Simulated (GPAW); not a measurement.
## CuF2 (P2_1/c): the F K absorption edge

Aim: the near-edge shape at the F K edge of CuF2 (P2_1/c), and what the core hole does to it.

Method: X-ray absorption from dipole matrix elements to empty bands, plane-wave PAW LDA+U, in GPAW 26.7.0.

Most raw output is cut from this account.

## Step 1: The structure

Symmetry: P2_1/c, No. 14, monoclinic system. Conventional cell: a = 3.320 Å, b = 4.540 Å, c = 5.343 Å, α = 90.00°, β = 121.44°, γ = 90.00°. Nearest to Cu lie 6 F at 1.91 to 2.31 Å. F has 3 Cu at 1.91 to 2.31 Å nearest. Farther neighbours and most contacts between anions are not listed.

Structure file:

```cif
data_structure
_symmetry_space_group_name_H-M 'P 1'
_symmetry_Int_Tables_number 1
_cell_length_a 3.3200
_cell_length_b 4.5400
_cell_length_c 5.3433
_cell_angle_alpha 90.000
_cell_angle_beta 121.437
_cell_angle_gamma 90.000
_cell_volume 68.72
loop_
_atom_site_label
_atom_site_type_symbol
_atom_site_fract_x
_atom_site_fract_y
_atom_site_fract_z
_atom_site_occupancy
Cu1 Cu 0.00000 0.50000 0.50000 1
Cu2 Cu 0.00000 0.00000 0.00000 1
F3 F 0.25600 0.20000 0.80000 1
F4 F 0.74400 0.70000 0.70000 1
F5 F 0.74400 0.80000 0.20000 1
F6 F 0.25600 0.30000 0.30000 1
```

## Step 2: Ground state of the crystal

The ground state comes first: it tells whether the system has a gap, which decides how the excited electron is treated.

scf.py reads:

```python
import numpy as np
from ase import Atoms
from ase.parallel import parprint, paropen
from gpaw import GPAW, PW, FermiDirac, Mixer, MixerDif, setup_paths
from gpaw.test import gen
setup_paths.insert(0, '.')
gen('F', name='nch1s', xcname='LDA', corehole=(1, 0, 0), write_xml=True)
from gpaw.mpi import world
world.barrier()

atoms = Atoms('Cu2F4',
    cell=[[3.32, 0, 0],
     [0, 4.54, 0],
     [-2.7868683, 0, 4.55893305]],
    scaled_positions=[[0, 0.5, 0.5],
     [0, 0, 0],
     [0.256, 0.2, 0.8],
     [0.744, 0.7, 0.7],
     [0.744, 0.8, 0.2],
     [0.256, 0.3, 0.3]],
    magmoms=[1.0, -1.0, 0.0, 0.0, 0.0, 0.0],
    pbc=True)
atoms.calc = calc = GPAW(legacy_gpaw=True, mode=PW(500, force_complex_dtype=True), xc='LDA', setups={'Cu': ':d,5', 2: 'nch1s'},
    kpts={'size': (6, 4, 4), 'gamma': True}, occupations=FermiDirac(0.05),
    charge=0, mixer=MixerDif(0.05, 8, 50), maxiter=150,
    convergence={'density': 0.0001, 'eigenstates': 1e-6}, txt='scf.txt')
energy = atoms.get_potential_energy() + calc.get_reference_energy()
ef = calc.get_fermi_level()
out = dict(energy=energy, fermi=ef, forces=atoms.get_forces().tolist(), magmoms=atoms.get_magnetic_moments().tolist())
parprint(f'all-electron energy {energy:.4f} eV, Fermi level {ef:.4f} eV')
ev = np.array([[calc.get_eigenvalues(k, s) for k in range(len(calc.get_ibz_k_points()))] for s in range(calc.get_number_of_spins())])
out['homo'], out['lumo'], out['counts'] = ev[ev < ef].max(), ev[ev > ef].min(), sorted(set((ev < ef).sum((0, 2)).tolist()))
out['filled'] = (ev[:, 0] < ef).sum(1).tolist()
import json
with paropen('out.json', 'w') as f:
    json.dump(out, f)
```

Command:

```sh
> OMP_NUM_THREADS=1 mpirun -n 4 gpaw python scf.py
```

Elapsed: 30 s, on 4 MPI ranks of Intel Xeon Platinum 8488C (Sapphire Rapids), shared host; peak memory 0.25 GiB.

The mesh shows a gap of 2.87 eV, so the hole is first treated in a charged cell, without the excited electron.

Site moments (μB): 0.80, -0.80, 0.00, 0.00, 0.00, 0.00.

## Step 3: Spectrum without a core hole, F atom 3

This cheap baseline ignores the attraction of the hole: it shows the absorber's empty states as they are in the ground state. The data set with a hole of occupation 0 only carries the core orbital.

The absorber has 1 Cu at 1.91 Å, 1 Cu at 1.93 Å and 1 Cu at 2.31 Å (distorted trigonal planar, site symmetry 1).

xas.py reads:

```python
import numpy as np
from ase import Atoms
from ase.parallel import parprint, paropen
from gpaw import GPAW, PW, FermiDirac, Mixer, MixerDif, setup_paths
from gpaw.test import gen
setup_paths.insert(0, '.')
gen('F', name='nch1s', xcname='LDA', corehole=(1, 0, 0), write_xml=True)
from gpaw.mpi import world
world.barrier()

atoms = Atoms('Cu2F4',
    cell=[[3.32, 0, 0],
     [0, 4.54, 0],
     [-2.7868683, 0, 4.55893305]],
    scaled_positions=[[0, 0.5, 0.5],
     [0, 0, 0],
     [0.256, 0.2, 0.8],
     [0.744, 0.7, 0.7],
     [0.744, 0.8, 0.2],
     [0.256, 0.3, 0.3]],
    magmoms=[1.0, -1.0, 0.0, 0.0, 0.0, 0.0],
    pbc=True)
atoms.calc = calc = GPAW(legacy_gpaw=True, mode=PW(500, force_complex_dtype=True), xc='LDA', setups={'Cu': ':d,5', 2: 'nch1s'},
    kpts={'size': (6, 4, 4), 'gamma': True}, occupations=FermiDirac(0.02),
    charge=0, mixer=MixerDif(0.05, 8, 50), maxiter=150,
    convergence={'density': 0.0001, 'eigenstates': 1e-6}, txt='scf.txt')
energy = atoms.get_potential_energy() + calc.get_reference_energy()
ef = calc.get_fermi_level()
out = dict(energy=energy, fermi=ef, forces=atoms.get_forces().tolist(), magmoms=atoms.get_magnetic_moments().tolist())
parprint(f'all-electron energy {energy:.4f} eV, Fermi level {ef:.4f} eV')
ev = np.array([[calc.get_eigenvalues(k, s) for k in range(len(calc.get_ibz_k_points()))] for s in range(calc.get_number_of_spins())])
out['homo'], out['lumo'], out['counts'] = ev[ev < ef].max(), ev[ev > ef].min(), sorted(set((ev < ef).sum((0, 2)).tolist()))
out['filled'] = (ev[:, 0] < ef).sum(1).tolist()

from ase.units import Ha
from gpaw.xas import dipole_matrix_elements
nb = int(calc.get_number_of_electrons() / 2) + 44
top, nb = nb, nb + 8 + nb // 12
nscf = calc.fixed_density(kpts={'size': (5, 3, 3), 'gamma': True}, nbands=nb,
    convergence={'bands': top, 'eigenstates': 5e-3}, maxiter=60, txt='nscf.txt')
cell = atoms.cell.array
ops = [cell.T @ U.T @ np.linalg.inv(cell.T) for U in nscf.wfs.kd.symmetry.op_scc]
filled = [25, 25]  # bands filled in the ground state, by spin
E = np.arange(-25, 34, 0.1)
fwhm = np.interp(E, [4, 25], [0.9, 3.5])
Y, X, zero, highest = 0, 0, 1e9, 1e9
for spin in range(nscf.get_number_of_spins()):
    wfs = nscf.wfs
    mine = wfs.bd.get_slice()  # this rank's bands
    A = dipole_matrix_elements(wfs.setups[2])
    eps = np.zeros((wfs.kd.nibzkpts, nb))
    d = np.zeros((3, A.shape[1], wfs.kd.nibzkpts, nb), complex)
    for kpt in wfs.kpt_u:
        if kpt.s == spin and 2 in kpt.P_ani:
            eps[kpt.k, mine] = kpt.eps_n * Ha
            d[:, :, kpt.k, mine] = (kpt.weight * wfs.nspins / 2) ** 0.5 * np.inner(A, kpt.P_ani[2])
    world.sum(eps)
    world.sum(d)
    T = np.einsum('amkn,bmkn->abkn', d, d.conj()).real
    T = sum(np.einsum('ai,ijkn,bj->abkn', R, T, R) for R in ops) / len(ops)
    empty = np.ones_like(eps, bool) & (np.arange(nb) >= filled[spin])
    zero, highest = min(zero, eps[empty].min()), min(highest, eps[:, top - 1].min())
    lines = [(eps, T, empty)] if spin == 0 else lines + [(eps, T, empty)]
for eps, T, empty in lines:
    f = np.einsum('aakn->akn', T).reshape(3, -1)
    x = eps.ravel() - zero
    w = np.interp(x, E, fwhm) / 2.35482
    g = np.exp(-0.5 * ((E[:, None] - x) / w) ** 2) / (w * (2 * np.pi) ** 0.5)
    Y = Y + (f * empty.ravel()) @ g.T
    X = X + (f * ~empty.ravel()) @ g.T
out.update(E=E.round(2).tolist(), xas=Y.tolist(), xes=X.tolist(), zero=zero, valid=highest - zero, nk=len(eps), nb=nb)
for i in range(0, len(E), 10):
    parprint(f'{E[i]:7.2f}', *(f'{v:10.3e}' for v in Y[:, i]))
import json
with paropen('out.json', 'w') as f:
    json.dump(out, f)
```

Command:

```sh
> OMP_NUM_THREADS=1 mpirun -n 4 gpaw python xas.py
```

The job ended after 44 s (4 MPI ranks; peak memory 0.32 GiB).

The F K spectrum, F atom 3, no core hole (energy from the lowest empty level; intensity scaled to a mean of 1 over the first 20 eV; polarised curves are means over the symmetry-equivalent atoms):

```tsv
E (eV)	isotropic	ε ∥ x	ε ∥ y	ε ∥ z
-2.0	0.00	0.00	0.00	0.00
-1.4	0.00	0.00	0.00	0.00
-0.8	0.05	0.05	0.05	0.05
-0.2	0.77	0.72	0.79	0.79
0.4	1.23	1.10	1.27	1.32
1.0	0.20	0.17	0.21	0.23
1.6	0.00	0.01	0.00	0.00
2.2	0.03	0.04	0.02	0.03
2.8	0.20	0.24	0.15	0.21
3.4	0.23	0.22	0.27	0.21
4.0	0.50	0.41	0.68	0.42
4.6	0.49	0.60	0.33	0.54
5.2	1.01	1.25	0.73	1.06
5.8	1.38	1.64	1.33	1.18
6.4	1.23	1.53	1.25	0.91
7.0	1.52	2.12	1.19	1.26
7.6	1.91	2.78	1.35	1.59
8.2	1.82	2.85	1.26	1.35
8.8	1.33	2.12	0.97	0.91
9.4	0.99	1.38	0.84	0.75
10.0	1.19	1.23	1.21	1.12
10.6	1.74	1.33	1.98	1.90
11.2	2.09	1.29	2.48	2.49
11.8	2.01	1.14	2.35	2.54
12.4	1.77	1.01	2.01	2.28
13.0	1.58	0.94	1.84	1.98
13.6	1.41	0.90	1.69	1.65
14.2	1.21	0.87	1.46	1.30
14.8	1.02	0.83	1.22	1.01
15.4	0.86	0.79	0.99	0.81
16.0	0.73	0.73	0.79	0.68
16.6	0.64	0.68	0.64	0.60
17.2	0.59	0.64	0.55	0.57
17.8	0.55	0.60	0.50	0.56
18.4	0.52	0.55	0.48	0.54
19.0	0.51	0.52	0.49	0.52
19.6	0.53	0.53	0.54	0.53
20.2	0.60	0.61	0.61	0.57
20.8	0.68	0.72	0.68	0.64
21.4	0.75	0.82	0.73	0.72
22.0	0.81	0.90	0.75	0.79
22.6	0.85	0.95	0.76	0.85
23.2	0.88	0.99	0.77	0.89
23.8	0.90	0.99	0.79	0.91
24.4	0.90	0.97	0.81	0.91
25.0	0.89	0.94	0.83	0.90
25.6	0.87	0.91	0.83	0.87
26.2	0.85	0.90	0.81	0.83
26.8	0.83	0.92	0.78	0.79
27.4	0.83	0.96	0.76	0.76
28.0	0.84	1.01	0.76	0.75
28.6	0.86	1.06	0.77	0.74
29.2	0.88	1.09	0.80	0.74
29.8	0.89	1.10	0.83	0.74
30.4	0.89	1.07	0.84	0.75
31.0	0.87	1.02	0.85	0.75
31.6	0.86	0.96	0.86	0.76
```

Main maxima below 24 eV (height): 0.2 eV (1.35), 5.8 eV (1.38), 7.8 eV (1.94) and 11.4 eV (2.10). A K edge sees empty p states; the first features are F p mixed into the empty d states of the Cu neighbours, and the broad ones above probably into the cations' higher empty bands.

The same matrix elements for filled bands give the F K emission of F atom 3 (ground-state approximation; energy from the lowest empty level, largest value 1):

```tsv
E (eV)	emission
-24.00	0.00
-23.25	0.00
-22.50	0.00
-21.75	0.00
-21.00	0.00
-20.25	0.00
-19.50	0.00
-18.75	0.00
-18.00	0.00
-17.25	0.00
-16.50	0.00
-15.75	0.00
-15.00	0.00
-14.25	0.00
-13.50	0.00
-12.75	0.00
-12.00	0.00
-11.25	0.00
-10.50	0.00
-9.75	0.03
-9.00	0.13
-8.25	0.25
-7.50	0.40
-6.75	0.48
-6.00	0.47
-5.25	0.50
-4.50	0.90
-3.75	0.77
-3.00	0.19
-2.25	0.01
-1.50	0.00
-0.75	0.00
0.00	0.00
0.75	0.00
1.50	0.00
2.25	0.00
3.00	0.00
```

Emission maxima: -6.4 eV (0.52) and -4.2 eV (1.00).

## Step 4: Reference energy of the supercell

The photon energy needs a difference of total energies, so the cell and mesh of the coming hole run are first run without a hole.

Changes to scf.py since step 2:

```diff
@@ -10,16 +10,28 @@
 
-atoms = Atoms('Cu2F4',
-    cell=[[3.32, 0, 0],
-     [0, 4.54, 0],
-     [-2.7868683, 0, 4.55893305]],
-    scaled_positions=[[0, 0.5, 0.5],
+atoms = Atoms('Cu6F12',
+    cell=[[-3.32, -4.54, 0],
+     [3.8531317, 0, 4.55893305],
+     [-2.7868683, 4.54, 4.55893305]],
+    scaled_positions=[[0, 0, 0.5],
+     [0.66666667, 0.33333333, 0.16666667],
+     [0.33333333, 0.66666667, 0.83333333],
      [0, 0, 0],
-     [0.256, 0.2, 0.8],
-     [0.744, 0.7, 0.7],
-     [0.744, 0.8, 0.2],
-     [0.256, 0.3, 0.3]],
-    magmoms=[1.0, -1.0, 0.0, 0.0, 0.0, 0.0],
+     [0.66666667, 0.33333333, 0.66666667],
+     [0.33333333, 0.66666667, 0.33333333],
+     [0.31466667, 0.28533333, 0.51466667],
+     [0.98133333, 0.61866667, 0.18133333],
+     [0.648, 0.952, 0.848],
+     [0.752, 0.248, 0.452],
+     [0.41866667, 0.58133333, 0.11866667],
+     [0.08533333, 0.91466667, 0.78533333],
+     [0.352, 0.048, 0.152],
+     [0.01866667, 0.38133333, 0.81866667],
+     [0.68533333, 0.71466667, 0.48533333],
+     [0.91466667, 0.08533333, 0.21466667],
+     [0.58133333, 0.41866667, 0.88133333],
+     [0.248, 0.752, 0.548]],
+    magmoms=[1.0, 1.0, 1.0, -1.0, -1.0, -1.0, 0.0, 0.0, 0.0, 0.0, 0.0, 0.0, 0.0, 0.0, 0.0, 0.0, 0.0, 0.0],
     pbc=True)
-atoms.calc = calc = GPAW(legacy_gpaw=True, mode=PW(500, force_complex_dtype=True), xc='LDA', setups={'Cu': ':d,5', 2: 'nch1s'},
-    kpts={'size': (6, 4, 4), 'gamma': True}, occupations=FermiDirac(0.05),
+atoms.calc = calc = GPAW(legacy_gpaw=True, mode=PW(500, force_complex_dtype=True), xc='LDA', setups={'Cu': ':d,5', 6: 'nch1s'},
+    kpts={'size': (3, 2, 2), 'gamma': True}, occupations=FermiDirac(0.02),
     charge=0, mixer=MixerDif(0.05, 8, 50), maxiter=150,
```

Command:

```sh
> OMP_NUM_THREADS=1 mpirun -n 4 gpaw python scf.py
```

Wall time 83 s (4 MPI ranks); peak memory 0.46 GiB.

Reference energy: -302176.658 eV with the cores included.

## Step 5: Spectrum with FCH, F atom 3

The holes are 5.6 Å apart. In GPAW the data set carries the hole's charge, so charge=0 means a charged cell and charge=-1 a neutral one. The excited electron is left out and a uniform background balances the charge. After the field has converged, empty bands are computed with the density fixed and the dipole matrix elements are summed.

Changes to xas.py since step 3:

```diff
@@ -6,3 +6,3 @@
 setup_paths.insert(0, '.')
-gen('F', name='nch1s', xcname='LDA', corehole=(1, 0, 0), write_xml=True)
+gen('F', name='fch1s', xcname='LDA', corehole=(1, 0, 1), write_xml=True)
 from gpaw.mpi import world
@@ -10,16 +10,28 @@
 
-atoms = Atoms('Cu2F4',
-    cell=[[3.32, 0, 0],
-     [0, 4.54, 0],
-     [-2.7868683, 0, 4.55893305]],
-    scaled_positions=[[0, 0.5, 0.5],
+atoms = Atoms('Cu6F12',
+    cell=[[-3.32, -4.54, 0],
+     [3.8531317, 0, 4.55893305],
+     [-2.7868683, 4.54, 4.55893305]],
+    scaled_positions=[[0, 0, 0.5],
+     [0.66666667, 0.33333333, 0.16666667],
+     [0.33333333, 0.66666667, 0.83333333],
      [0, 0, 0],
-     [0.256, 0.2, 0.8],
-     [0.744, 0.7, 0.7],
-     [0.744, 0.8, 0.2],
-     [0.256, 0.3, 0.3]],
-    magmoms=[1.0, -1.0, 0.0, 0.0, 0.0, 0.0],
+     [0.66666667, 0.33333333, 0.66666667],
+     [0.33333333, 0.66666667, 0.33333333],
+     [0.31466667, 0.28533333, 0.51466667],
+     [0.98133333, 0.61866667, 0.18133333],
+     [0.648, 0.952, 0.848],
+     [0.752, 0.248, 0.452],
+     [0.41866667, 0.58133333, 0.11866667],
+     [0.08533333, 0.91466667, 0.78533333],
+     [0.352, 0.048, 0.152],
+     [0.01866667, 0.38133333, 0.81866667],
+     [0.68533333, 0.71466667, 0.48533333],
+     [0.91466667, 0.08533333, 0.21466667],
+     [0.58133333, 0.41866667, 0.88133333],
+     [0.248, 0.752, 0.548]],
+    magmoms=[1.0, 1.0, 1.0, -1.0, -1.0, -1.0, 0.0, 0.0, 0.0, 0.0, 0.0, 0.0, 0.0, 0.0, 0.0, 0.0, 0.0, 0.0],
     pbc=True)
-atoms.calc = calc = GPAW(legacy_gpaw=True, mode=PW(500, force_complex_dtype=True), xc='LDA', setups={'Cu': ':d,5', 2: 'nch1s'},
-    kpts={'size': (6, 4, 4), 'gamma': True}, occupations=FermiDirac(0.02),
+atoms.calc = calc = GPAW(legacy_gpaw=True, mode=PW(500, force_complex_dtype=True), xc='LDA', setups={'Cu': ':d,5', 6: 'fch1s'},
+    kpts={'size': (3, 2, 2), 'gamma': True}, occupations=FermiDirac(0.02),
     charge=0, mixer=MixerDif(0.05, 8, 50), maxiter=150,
@@ -36,5 +48,5 @@
 from gpaw.xas import dipole_matrix_elements
-nb = int(calc.get_number_of_electrons() / 2) + 44
+nb = int(calc.get_number_of_electrons() / 2) + 125
 top, nb = nb, nb + 8 + nb // 12
-nscf = calc.fixed_density(kpts={'size': (5, 3, 3), 'gamma': True}, nbands=nb,
+nscf = calc.fixed_density(kpts={'size': (3, 3, 3), 'gamma': True}, nbands=nb,
     convergence={'bands': top, 'eigenstates': 5e-3}, maxiter=60, txt='nscf.txt')
@@ -42,4 +54,4 @@
 ops = [cell.T @ U.T @ np.linalg.inv(cell.T) for U in nscf.wfs.kd.symmetry.op_scc]
-filled = [25, 25]  # bands filled in the ground state, by spin
-E = np.arange(-25, 34, 0.1)
+filled = [75, 75]  # bands filled in the ground state, by spin
+E = np.arange(-6, 34, 0.1)
 fwhm = np.interp(E, [4, 25], [0.9, 3.5])
@@ -49,3 +61,3 @@
     mine = wfs.bd.get_slice()  # this rank's bands
-    A = dipole_matrix_elements(wfs.setups[2])
+    A = dipole_matrix_elements(wfs.setups[6])
     eps = np.zeros((wfs.kd.nibzkpts, nb))
@@ -53,5 +65,5 @@
     for kpt in wfs.kpt_u:
-        if kpt.s == spin and 2 in kpt.P_ani:
+        if kpt.s == spin and 6 in kpt.P_ani:
             eps[kpt.k, mine] = kpt.eps_n * Ha
-            d[:, :, kpt.k, mine] = (kpt.weight * wfs.nspins / 2) ** 0.5 * np.inner(A, kpt.P_ani[2])
+            d[:, :, kpt.k, mine] = (kpt.weight * wfs.nspins / 2) ** 0.5 * np.inner(A, kpt.P_ani[6])
     world.sum(eps)
```

Command:

```sh
> OMP_NUM_THREADS=1 mpirun -n 4 gpaw python xas.py
```

Wall time 4.1 min (4 MPI ranks); peak memory 0.74 GiB; 17 min of CPU time.

The F K spectrum, F atom 3, full core hole (charged cell) (energy from the lowest empty level; intensity scaled to a mean of 1 over the first 20 eV; polarised curves are means over the symmetry-equivalent atoms):

```tsv
E (eV)	isotropic	ε ∥ x	ε ∥ y	ε ∥ z
-2.0	0.00	0.00	0.00	0.00
-1.5	0.00	0.00	0.00	0.00
-1.0	0.01	0.00	0.01	0.01
-0.5	0.14	0.10	0.16	0.16
0.0	0.61	0.52	0.66	0.66
0.5	0.51	0.51	0.51	0.52
1.0	0.11	0.12	0.10	0.12
1.5	0.05	0.04	0.05	0.06
2.0	0.02	0.01	0.02	0.02
2.5	0.02	0.02	0.02	0.02
3.0	0.10	0.10	0.10	0.09
3.5	0.18	0.21	0.19	0.14
4.0	0.23	0.28	0.23	0.18
4.5	0.57	0.63	0.52	0.56
5.0	1.34	1.50	1.21	1.30
5.5	1.90	2.32	1.76	1.63
6.0	2.04	2.68	1.74	1.70
6.5	2.08	2.93	1.59	1.72
7.0	2.05	2.84	1.65	1.64
7.5	1.88	2.40	1.64	1.61
8.0	1.74	2.04	1.54	1.63
8.5	1.61	1.79	1.49	1.56
9.0	1.38	1.47	1.37	1.30
9.5	1.16	1.12	1.25	1.11
10.0	1.20	0.91	1.39	1.29
10.5	1.57	0.92	1.89	1.90
11.0	1.99	0.98	2.46	2.53
11.5	2.10	0.99	2.61	2.70
12.0	1.84	0.94	2.24	2.34
12.5	1.45	0.87	1.70	1.79
13.0	1.17	0.82	1.32	1.38
13.5	1.03	0.80	1.16	1.15
14.0	0.96	0.79	1.08	1.00
14.5	0.87	0.76	0.99	0.86
15.0	0.77	0.74	0.86	0.72
15.5	0.68	0.72	0.72	0.62
16.0	0.62	0.70	0.61	0.55
16.5	0.58	0.68	0.53	0.51
17.0	0.55	0.66	0.49	0.50
17.5	0.55	0.65	0.48	0.51
18.0	0.56	0.65	0.49	0.53
18.5	0.57	0.66	0.51	0.55
19.0	0.59	0.67	0.54	0.57
19.5	0.62	0.69	0.58	0.60
20.0	0.68	0.74	0.64	0.65
20.5	0.75	0.83	0.72	0.71
21.0	0.85	0.94	0.80	0.79
21.5	0.94	1.06	0.88	0.88
22.0	1.02	1.16	0.93	0.97
22.5	1.08	1.23	0.96	1.04
23.0	1.12	1.28	0.98	1.10
23.5	1.15	1.30	1.00	1.15
24.0	1.16	1.30	1.02	1.17
24.5	1.17	1.29	1.05	1.18
25.0	1.17	1.27	1.08	1.16
25.5	1.16	1.25	1.09	1.13
26.0	1.14	1.24	1.09	1.07
26.5	1.11	1.24	1.07	1.02
27.0	1.09	1.25	1.04	0.96
27.5	1.07	1.27	1.02	0.93
28.0	1.07	1.28	1.01	0.92
28.5	1.08	1.29	1.01	0.93
29.0	1.10	1.29	1.03	0.96
29.5	1.11	1.28	1.06	1.00
30.0	1.12	1.26	1.08	1.03
30.5	1.13	1.23	1.10	1.05
31.0	1.13	1.18	1.12	1.07
31.5	1.12	1.14	1.13	1.09
32.0	1.12	1.09	1.16	1.11
```

Main maxima below 24 eV (height): 0.2 eV (0.69), 6.6 eV (2.08) and 11.4 eV (2.11). 

The hole costs E(hole) − E(ground) = 674.95 eV, and the lowest empty level of the hole cell on the spectrum's mesh lies at 2.73 eV, which puts the zero at 677.68 eV.

(Part 1 of 2 ends here.)

[Logs are printed without paths, hosts, clocks, repeated set-up lines and the standing remarks that a program may print on its own settings, such as how far it seeks lower states.]

[Hosts, paths, dates, database ids (printed as entryN), source tags and the programs' standing remarks are cut or masked in the printed files.]

[Lists of maxima count a maximum above −3 eV only where it reaches 4 % of the highest in the window and stands out from its surroundings by 2 % of it (1.5 % where it reaches 55 %); shoulders and weaker maxima are passed over, and of the rest the first, up to two pre-edge ones and the few strongest are named.]
